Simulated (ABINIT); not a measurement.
Planning a run of ABINIT 10.8.3 on P (Cmce). The input:

```
acell 3*1.0 Angstrom
rprim 
  1.658200000000 -5.242000000000 0.000000000000
  1.658200000000 5.242000000000 0.000000000000
  0.000000000000 0.000000000000 4.379300000000
ntypat 1
znucl 15
natom 4
typat 1 1 1 1
xred 
  0.898380000000 0.101620000000 0.080680000000
  0.601620000000 0.398380000000 0.580680000000
  0.101620000000 0.898380000000 0.919320000000
  0.398380000000 0.601620000000 0.419320000000
pp_dirpath "pseudos"
pseudos "P.upf"
ecut 18
ngkpt 4 4 4
nshiftk 1
shiftk 0 0 0
kptopt 1
chksymbreak 0
irdden 1
istwfk *1
nband 217
prtvol 0
optdriver 6
gwr_task "HDIAGO"
paral_kgb 0
occopt 1
indata_prefix "in"
outdata_prefix "out"
tmpdata_prefix "tmp"
```

```sh
OMP_NUM_THREADS=1 mpirun -n 8 abinit run.abi > log
```

**Question.** How long will it take on 8 MPI ranks of Arm Neoverse V1, shared host, and how much memory?

It took 20 s; on shared hardware allow 10 s to 40 s. Peak host memory was 2.0 GiB.

[Paths, hosts, dates, memory and timing lines, banners, echoed tables and standing remarks are left out of the program output.]

[Logs are printed without paths, hosts, clocks, repeated set-up lines and the standing remarks that a program may print on its own settings, such as how far it seeks lower states.]

[Runs of the session that timed out or met a known fault of the program may be left out.]

[Hosts, paths, dates, database ids (printed as entryN), source tags and the programs' standing remarks are cut or masked in the printed files.]

[G0W0 gaps are taken among the corrected bands and points alone; a level outside them can change the order at an edge.]

[Where Ansatz stands beside ABINIT at settings called matched, ABINIT's density can come from a denser mesh and the files from another edition; pairs whose starting gaps differed by over 0.03 eV were left out, so agreement reads better than it is.]
